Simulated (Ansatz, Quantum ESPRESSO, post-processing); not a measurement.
# 2H-CrSSe, 1 layer: response to a perpendicular field, part 5 of 6

Aim: how 2H-CrSSe, 1 layer screens a field along its normal, and what the field does to its bands.

Quantum ESPRESSO 7.5; plane-wave DFT, PBE, GBRV ultrasoft pseudopotentials; geometry and cross-check by Ansatz 0.2.0 with PAW datasets.

So far. Step 11 (SCF with pw.x: field 0.3 V/Å): The dipole goes from -0.0391 to 0.0347 e Å, 0.2458 e Å per V/Å. Step 12 (Electrostatic potential): The slope in the vacuum is 0.300 eV/Å for an applied 0.30 V/Å, as it should be.

**13. Band structure: field 0.3 V/Å**

Input file f3.bands.in:

```
&control
  prefix = 'f3.bands'
  outdir = './out'
  pseudo_dir = './pseudo'
  calculation = 'bands'
  tefield = .true.
  dipfield = .true.
/
&system
  ibrav = 0
  nat = 3
  ntyp = 3
  ecutwfc = 40
  ecutrho = 200
  occupations = 'smearing'
  smearing = 'fd'
  degauss = 0.004
  edir = 3
  emaxpos = 0.97
  eopreg = 0.04
  eamp = 0.00583407
  nbnd = 19
/
&electrons
  conv_thr = 1e-07
  mixing_beta = 0.4
  electron_maxstep = 120
  mixing_mode = 'local-TF'
/
ATOMIC_SPECIES
  Se  78.9710  se_pbe_v1.uspp.F.UPF
  Cr  51.9961  cr_pbe_v1.5.uspp.F.UPF
  S   32.0600  s_pbe_v1.4.uspp.F.UPF
CELL_PARAMETERS angstrom
  3.12657478435047 0.00000000000000 0.00000000000000
  -1.56328739217524 2.70769319007936 0.00000000000000
  0.00000000000000 0.00000000000000 20.14846134910000
ATOMIC_POSITIONS crystal
  Se  0.333333333333 0.666666666667 0.424896830027
  Cr  -0.000000000000 -0.000000000000 0.504967655179
  S   0.333333333333 0.666666666667 0.575801009293
K_POINTS crystal_b
4
  0.0000000000 0.0000000000 0.0000000000 14
  0.5000000000 0.0000000000 0.0000000000 14
  0.3333333333 0.3333333333 0.0000000000 14
  0.0000000000 0.0000000000 0.0000000000 1
```

Started as:

```sh
cp -r out/f3.save out/f3.bands.save
cp out/f3.xml out/f3.bands.xml
OMP_NUM_THREADS=1 mpirun -n 4 pw.x -nk 4 -in f3.bands.in > f3.bands.out
```

Numbers of over 12 decimals in the logs are rounded to 6 here.

Log:

```text
[banner, memory and clock lines left out]
Program PWSCF v.7.5 starts
[citation notice left out]

[...]
bravais-lattice index     =            0
     lattice parameter (alat)  =       5.9084  a.u.
     unit-cell volume          =    1151.0833 (a.u.)^3
     number of atoms/cell      =            3
     number of atomic types    =            3
     number of electrons       =        26.00
     number of Kohn-Sham states=           19
     kinetic-energy cutoff     =      40.0000  Ry
     charge density cutoff     =     200.0000  Ry
     Exchange-correlation=  SLA  PW   PBX  PBC
                           (   1   4   3   4   0   0   0)

[...]
PseudoPot. # 1 for Se read from file:
     ./pseudo/se_pbe_v1.uspp.F.UPF
     Pseudo is Ultrasoft + core correction, Zval =  6.0
     Generated by new atomic code, or converted to UPF format
     Using radial grid of  877 points,  6 beta functions with:
                l(1) =   0
                l(2) =   0
                l(3) =   1
                l(4) =   1
                l(5) =   2
                l(6) =   2
     Q(r) pseudized with  8 coefficients,  rinner =    1.300   1.300   1.300
                                                       1.300   1.300

     PseudoPot. # 2 for Cr read from file:
     ./pseudo/cr_pbe_v1.5.uspp.F.UPF
     Pseudo is Ultrasoft + core correction, Zval = 14.0
     Generated by new atomic code, or converted to UPF format
     Using radial grid of  857 points,  6 beta functions with:
                l(1) =   0
                l(2) =   0
                l(3) =   1
                l(4) =   1
                l(5) =   2
                l(6) =   2
     Q(r) pseudized with  8 coefficients,  rinner =    0.950   0.950   0.950
                                                       0.950   0.950

     PseudoPot. # 3 for S  read from file:
     ./pseudo/s_pbe_v1.4.uspp.F.UPF
     Pseudo is Ultrasoft + core correction, Zval =  6.0
     Generated by new atomic code, or converted to UPF format
     Using radial grid of  907 points,  6 beta functions with:
                l(1) =   0
                l(2) =   0
                l(3) =   1
                l(4) =   1
                l(5) =   2
                l(6) =   2
     Q(r) pseudized with  8 coefficients,  rinner =    1.300   1.300   1.300
                                                       1.300   1.300

     atomic species   valence    mass     pseudopotential
     Se                6.00    78.97100     Se( 1.00)
     Cr               14.00    51.99610     Cr( 1.00)
     S                 6.00    32.06000     S ( 1.00)

     No symmetry found

[...]
number of k points=    43  Fermi-Dirac smearing, width (Ry)=  0.0040
[...]
Dense  grid:    54921 G-vectors     FFT dimensions: (  27,  27, 180)

     Smooth grid:    39243 G-vectors     FFT dimensions: (  24,  24, 160)

     Check: negative core charge=   -0.000001

     The potential is recalculated from file :
     ./out/f3.bands.save/charge-density

     negative rho (up, down):  3.205E-03 0.000E+00

     Adding external electric field

     Computed dipole along edir(3) :
        Dipole                0.0656 Ry au,          0.1666 Debye
        Dipole field          0.0007 Ry au,

        E field amplitude [Ha a.u.]:  5.8341E-03
        Potential amp.        0.3742 Ry
        Total length         36.5521 bohr

     Starting wfcs are   18 randomized atomic wfcs +    1 random wfcs

     Band Structure Calculation
     Davidson diagonalization with overlap

     ethr =  3.85E-10,  avg # of iterations = 50.1

     End of band structure calculation

          k = 0.0000 0.0000 0.0000 (  4871 PWs)   bands (ev):

   -72.5007 -43.8731 -43.8065 -43.8065 -15.7865 -14.3224  -6.5119  -2.9234
    -2.8795  -2.8795  -1.8547  -1.8547  -0.9202   1.7808   1.7808   2.1513
     2.1513   2.6220   3.6317

          k = 0.0357 0.0206 0.0000 (  4863 PWs)   bands (ev):

   -72.5006 -43.8729 -43.8078 -43.8068 -15.7666 -14.3077  -6.4919  -3.0038
    -2.8712  -2.8524  -1.8754  -1.8650  -0.9225   1.7229   1.7843   2.0369
     2.1247   2.6514   3.6625

[...]
```

Elapsed: 21 s, on 4 MPI ranks of Arm Neoverse V1, shared host; peak memory 0.29 GiB; 85 s of CPU time.

Read from the output:

```
valence top, on the run's zero       : -0.9202 eV
conduction bottom, on the run's zero : -0.1096 eV
gap by band count                    : 0.8106 eV
```

Band numbers count within the set of bands kept for display. The electronic bands at the labelled points (eV, zero at the highest filled level of the SCF mesh; v1 is the highest filled band, c1 the lowest empty one):

```csv
point,v4,v3,v2,v1,c1,c2,c3,c4
Γ,-1.96,-0.93,-0.93,0.00,2.70,2.70,3.07,3.07
halfway,-1.97,-1.45,-1.25,-0.46,1.34,1.87,2.07,3.11
M,-2.49,-1.65,-0.79,-0.66,1.08,1.33,2.96,3.24
halfway,-2.96,-2.59,-1.61,-0.23,1.03,1.58,2.32,3.16
K,-3.43,-3.42,-1.68,-0.04,0.81,1.86,1.99,3.36
halfway,-2.59,-1.75,-1.16,-0.42,1.21,1.51,1.89,3.06
Γ,-1.96,-0.93,-0.93,0.00,2.70,2.70,3.07,3.07
```

Upper empty bands that drop with the field can be states of the vacuum, held by the sawtooth; they depend on the cell's width.

Along this path the valence top lies at Γ and the conduction bottom at K. The valence levels at Γ and K lie only 0.04 eV apart, so strain, functional or spin-orbit coupling can change their order.

**14. Valence density**

The density shows how far the electrons spill into the vacuum.

Input file f0.rho.in:

```
&inputpp
  prefix = 'f0'
  outdir = './out'
  filplot = 'f0.rho.dat'
  plot_num = 0
/
```

Started as:

```sh
OMP_NUM_THREADS=1 mpirun -n 4 pp.x -in f0.rho.in > f0.rho.out
```

Log:

```text
[banner, memory and clock lines left out]
Program POST-PROC v.7.5 starts

          URL

     ./out/f0.save/

     IMPORTANT: XC functional enforced from input :
     Exchange-correlation= PBE
                           (   1   4   3   4   0   0   0)
     Any further DFT definition will be discarded
     Please, verify this is what you really want

     Check: negative core charge=   -0.000001

     negative rho (up, down):  3.210E-03 0.000E+00

     Adding external electric field

     Computed dipole along edir(3) :
        Dipole               -0.0738 Ry au,         -0.1876 Debye
        Dipole field         -0.0008 Ry au,

        Potential amp.        0.0589 Ry
        Total length         36.5521 bohr

     Calling punch_plot, plot_num =   0
     Writing data to file  f0.rho.dat
     Message from routine chdens:
     namelist plot not found or invalid, exiting
```

Run time: 1.1 s. Hardware: 4 MPI ranks; peak memory 0.1 GiB; 4.2 s of CPU time.

This step gave:

* electrons by integration: 26.00 e

Mean over planes. The valence density, planar mean by z:

```csv
z (Å),"valence density, planar mean (e/Å³)"
5.0,8.0e-5
5.5,3.3e-4
6.0,0.00145
6.5,0.00634
7.0,0.0290
7.5,0.121
8.0,0.321
8.5,0.414
9.0,0.424
9.5,0.470
10.0,1.60
10.5,1.26
11.0,0.505
11.5,0.472
12.0,0.386
12.5,0.163
13.0,0.0362
13.5,0.00743
14.0,0.00154
14.5,3.4e-4
15.0,7.6e-5
```

Valence density in the ca plane at fractional y = 0.667, with atoms of Se and S within 0.2 Å of it. It is the smooth field of the valence electrons, not physical close to the nuclei.

Ten steps, logarithmic in the rise over the least value, from '0' (0.0 e/Å³) to '9' (1.6 e/Å³), each cell a mean:
```
00000000000000012345666666665542100000000000
00000000000000012345566677665542100000000000
00000000000000013467776666777754210000000000
00000000000000124688887666888876310000000000
00000000000000135788978667888887420000000000
00000000000000135788978667888897420000000000
00000000000000124688787666898886310000000000
00000000000000013567777666777764210000000000
```
Columns run along c (16.0 Å, from fractional 0.07 to 0.86 of the cell), rows up along a (3.1 Å). Atoms in or near the plane, at fractional coordinates: Se at (0.42, 0.33), S at (0.58, 0.33).

The density integrates to 26.000 electrons, as the 26 of the input ask.

**15. Valence density**

Input file f2.rho.in:

```
&inputpp
  prefix = 'f2'
  outdir = './out'
  filplot = 'f2.rho.dat'
  plot_num = 0
/
```

Started as:

```sh
OMP_NUM_THREADS=1 mpirun -n 4 pp.x -in f2.rho.in > f2.rho.out
```

It took 1.1 s on 4 MPI ranks; peak memory 0.1 GiB; 4.1 s of CPU time.

**16. Charge moved by a field of 0.2 V/Å**

This step gave:

- largest charge moved across a plane: 0.001123 e/Å²
- dipole step: -1.051 eV

Planar mean against z:

z (Å), planar mean (e/Å³) and a bar from the least value:
```
        2    0.00000 ###############
        3    0.00000 ###############
        4    0.00000 ###############
        5    0.00001 ################
        6    0.00010 ##################
        7    0.00053 ##############################
        8    0.00029 #######################
        9    0.00014 ###################
       10    0.00002 ################
       11   -0.00002 ###############
       12   -0.00029 #######
       13   -0.00054 
       14   -0.00009 #############
       15   -0.00001 ###############
       16    0.00000 ###############
       17    0.00000 ###############
       18    0.00000 ###############
```

Running integral, electrons below z against z:

z (Å), running integral, electrons below z (e/Å²) and a bar:
```
      3.0    0.00000 
      3.5    0.00000 
      4.0    0.00000 
      4.5    0.00000 
      5.0    0.00001 
      5.5    0.00002 #
      6.0    0.00006 ##
      6.5    0.00015 ####
      7.0    0.00036 ##########
      7.5    0.00069 ###################
      8.0    0.00094 #########################
      8.5    0.00103 ############################
      9.0    0.00111 ##############################
      9.5    0.00108 #############################
     10.0    0.00103 ############################
     10.5    0.00106 #############################
     11.0    0.00109 #############################
     11.5    0.00101 ###########################
     12.0    0.00090 ########################
     12.5    0.00061 ################
     13.0    0.00028 ########
     13.5    0.00011 ###
     14.0    0.00004 #
     14.5    0.00001 
     15.0    0.00000 
     15.5    0.00000 
     16.0    0.00000 
     16.5    0.00000 
     17.0    0.00000
```

**17. Polarisability from the dipole between 0 and 0.1 V/A**

This step gave:

| Quantity | Value |
| --- | --- |
| change of slope in the vacuum | 0.10000 eV/Å |
| polarisability a cell | 3.544 Å³ |
| sheet polarisability 4πα/A | 5.260 Å |

Change of the potential energy, second field less first against z:

z (Å), change of the potential energy, second field less first (eV) and a bar from the least value:
```
      0.0     -0.364 #######
      0.5     -0.687 
      1.0     -0.637 #
      1.5     -0.587 ##
      2.0     -0.537 ###
      2.5     -0.487 ####
      3.0     -0.437 ######
      3.5     -0.387 #######
      4.0     -0.337 ########
      4.5     -0.287 #########
      5.0     -0.237 ##########
      5.5     -0.187 ###########
      6.0     -0.139 ############
      6.5     -0.093 #############
      7.0     -0.052 ##############
      7.5     -0.024 ###############
      8.0     -0.010 ###############
      8.5     -0.004 ###############
      9.0     -0.003 ###############
      9.5     -0.003 ###############
     10.0     -0.001 ###############
     10.5      0.002 ###############
     11.0      0.003 ###############
     11.5      0.005 ###############
     12.0      0.010 ###############
     12.5      0.024 ################
     13.0      0.052 ################
     13.5      0.093 #################
     14.0      0.139 ##################
     14.5      0.188 ###################
     15.0      0.238 ####################
     15.5      0.288 ######################
     16.0      0.337 #######################
     16.5      0.387 ########################
     17.0      0.437 #########################
     17.5      0.487 ##########################
     18.0      0.537 ###########################
     18.5      0.587 ############################
     19.0      0.637 #############################
     19.5      0.670 ##############################
     20.0     -0.105 #############
```

**18. Dipole against field**

Table of dipole along the normal, dipole moment by applied field:

```csv
applied field (V/Å),"dipole along the normal, dipole moment (e·Å)"
0.000,-0.0391
0.100,-0.0144
0.200,0.0101
0.300,0.0347
```

**19. Cross-check with Ansatz: field 0.1 V/Å**

As a check, the same structure is run in Ansatz.

Level of this step: plane-wave DFT, PBE, Ansatz PAW (Ansatz 0.2.0).

Input file input.yaml:

```yaml
crystal:
  lattice:
    - [3.1265747844, 0.0, 0.0]
    - [-1.5632873922, 2.7076931901, 0.0]
    - [0.0, 0.0, 20.1484613491]
  atoms:
    - { symbol: Se, position: [0.3333333333, 0.6666666667, 0.42489683] }
    - { symbol: Cr, position: [0.0, 0.0, 0.5049676552] }
    - { symbol: S, position: [0.3333333333, 0.6666666667, 0.5758010093] }
kpoints:
  mp_grid: { grid: [12, 12, 1] }
hamiltonian:
  xc: pbe
scf:
  occupations: { method: fermi_dirac, width: 0.054 }
  convergence: { dr2_threshold: 1.0e-09 }
efield:
  axis: 3
  dipole_correction: true
  ramp_position: 0.97
  ramp_width: 0.04
  amplitude: 0.1
output:
  write_potential: true
  write_density: true
  volumetric_format: npy
```

Started as:

```sh
ansatz run input.yaml --threads 4 --pin off --max-ram 8192MiB --backend cpu --events-out ev --progress --plain --runs-dir out
```

Log:

```text
[...]
Crystal: 3 atoms, lattice volume = 170.573 Å³
Basis set: ecut = 420 eV, 3331 PW (Γ)
Bands: 22, of which v1, the nominal top of the filled ones, is band 18 counted from 1 (17 counted from 0)
Symmetry: 6 space group operations
[...]
k-points: 19 of 144 (time reversal used)
[...]
SCF iter   1: F=—  HF=-9753.584557 eV  |F-HF|=—  |Δ(HF+E_count)|=         —  Δρ=1.02e-1  dr2=2.13e1  ethr=3.10e-3  p=0.026 e·Å  D=2.75e-2 V/Å  ΔV_dip=-0.55 eV  dr2_dipole=2.69e-2  V_vac-E_F(+/−)=5.10/3.81 eV  ⟨swp⟩=9.5  Hψ=2409  notcnv=0
[...]
SCF iter  14: F=-9750.592501 eV  HF=-9750.592501 eV  |F-HF|=2.71e-10  |Δ(HF+E_count)|=   1.38e-9  Δρ=3.92e-7  dr2=3.52e-10  ethr=2.78e-12  p=-0.015 e·Å  D=-1.56e-2 V/Å  ΔV_dip=0.31 eV  dr2_dipole=2.99e-11  V_vac-E_F(+/−)=6.15/3.99 eV  ⟨swp⟩=2.7  Hψ=1402  notcnv=0
SCF 1 converged in 14 iterations: F = -9750.592501 eV  dr2 = 3.52e-10
[...]
WARN: The output density's exchange-correlation potential varies sharply where the density is thin. Do not read a vacuum level from v_tot or v_xc, or from such a field of the output density. On a cell that repeats whose density bears no net charge and no dipole along the vacuum's axis use v_es (v_loc + v_h of the components); under efield.dipole_correction with no amplitude use v_es + v_field, which holds any externa [...]
SCF converged after 14 iterations
Free energy (F): -9750.592501 eV
[...]
Internal energy: -9750.592461 eV  (E = F + TS)
E sigma→0 (E₀):  -9750.592481 eV
Entropy (-TS):   -0.000040 eV (-0.013 meV/atom)
Fermi energy:    -0.182377 eV
Dipole field:    D = -0.015553 V/Å  (p = -0.014661 e·Å, saw-weighted, corrected)
Work function:   not extracted (applied field tilts the vacuum); planar V_es + V_field profile in the machine report
[...]
--- Band table (eV; the first three rows and the last of 19) ---
  k-point 0: bands = [... 14 lower, -2.5692, -1.5383, -1.5383, -0.6198, 2.0884, 2.0884, 2.4721, 2.4721]
  k-point 1: bands = [... 14 lower, -2.5274, -1.6431, -1.5923, -0.6390, 1.8089, 1.9589, 2.0740, 2.3660]
  k-point 2: bands = [... 14 lower, -2.4604, -1.8462, -1.7881, -0.7726, 1.1246, 1.4516, 1.7460, 2.3915]
  k-point 18: bands = [... 14 lower, -4.0330, -4.0327, -2.2837, -0.6491, 0.2043, 1.2607, 1.3839, 2.7628]
```

It took 3.8 s on 4 threads; peak memory 0.45 GiB.

Read from the output:

| Property | Result |
| --- | --- |
| free energy | -9750.5925 eV |
| Fermi energy | -0.1824 eV |
| gap by band count | 0.8241 eV |
| dipole along the normal | -0.01466 e·Å |

At 0.1 V/Å Ansatz's dipole is -0.0147 e Å against -0.0144 from pw.x.

**20. The same in Ansatz: field -0.1 V/Å**

input.yaml, as its differences from the input of step 19:

```diff
@@ -21,3 +21,3 @@
   ramp_width: 0.04
-  amplitude: 0.1
+  amplitude: -0.1
 output:
```

Log:

```text
[...]
Crystal: 3 atoms, lattice volume = 170.573 Å³
Basis set: ecut = 420 eV, 3331 PW (Γ)
Bands: 22, of which v1, the nominal top of the filled ones, is band 18 counted from 1 (17 counted from 0)
Symmetry: 6 space group operations
[...]
k-points: 19 of 144 (time reversal used)
[...]
--- Band table (eV; the first three rows and the last of 19) ---
  k-point 0: bands = [... 14 lower, -2.5917, -1.5566, -1.5566, -0.6520, 2.0596, 2.0596, 2.4624, 2.4624]
  k-point 1: bands = [... 14 lower, -2.5504, -1.6609, -1.6066, -0.6714, 1.7822, 1.9477, 2.0446, 2.3569]
  k-point 2: bands = [... 14 lower, -2.4851, -1.8622, -1.7975, -0.8033, 1.1170, 1.4202, 1.7242, 2.3748]
  k-point 18: bands = [... 14 lower, -4.0576, -4.0527, -2.3055, -0.6676, 0.1853, 1.2417, 1.3649, 2.7460]
[key lines of the parts left out:]
SCF converged after 15 iterations
Free energy (F): -9750.600347 eV
Fermi energy:    -0.206049 eV
Dipole field:    D = -0.067659 V/Å  (p = -0.063778 e·Å, saw-weighted, corrected)
```

Elapsed: 3.6 s, on 4 threads; peak memory 0.45 GiB.

Read from the output:

* free energy: -9750.6003 eV
* Fermi energy: -0.2060 eV
* gap by band count: 0.8374 eV
* dipole along the normal: -0.06378 e·Å

**21. Dipole against field, Ansatz**

The dipole along the normal, dipole moment by applied field:

```csv
applied field (V/Å),"dipole along the normal, dipole moment (e·Å)"
-0.1000,-0.0638
0.0000,-0.0392
0.1000,-0.0147
```

(Continued in part 6 of 6.)

[Logs are printed without paths, hosts, clocks, repeated set-up lines and the standing remarks that a program may print on its own settings, such as how far it seeks lower states.]

[Hosts, paths, dates, database ids (printed as entryN), source tags and the programs' standing remarks are cut or masked in the printed files.]

[Maps of the electrostatic potential energy from Ansatz leave out the sawtooth potential of an applied field or a dipole correction, so their vacuum need not be flat; planar profiles and work functions include it.]
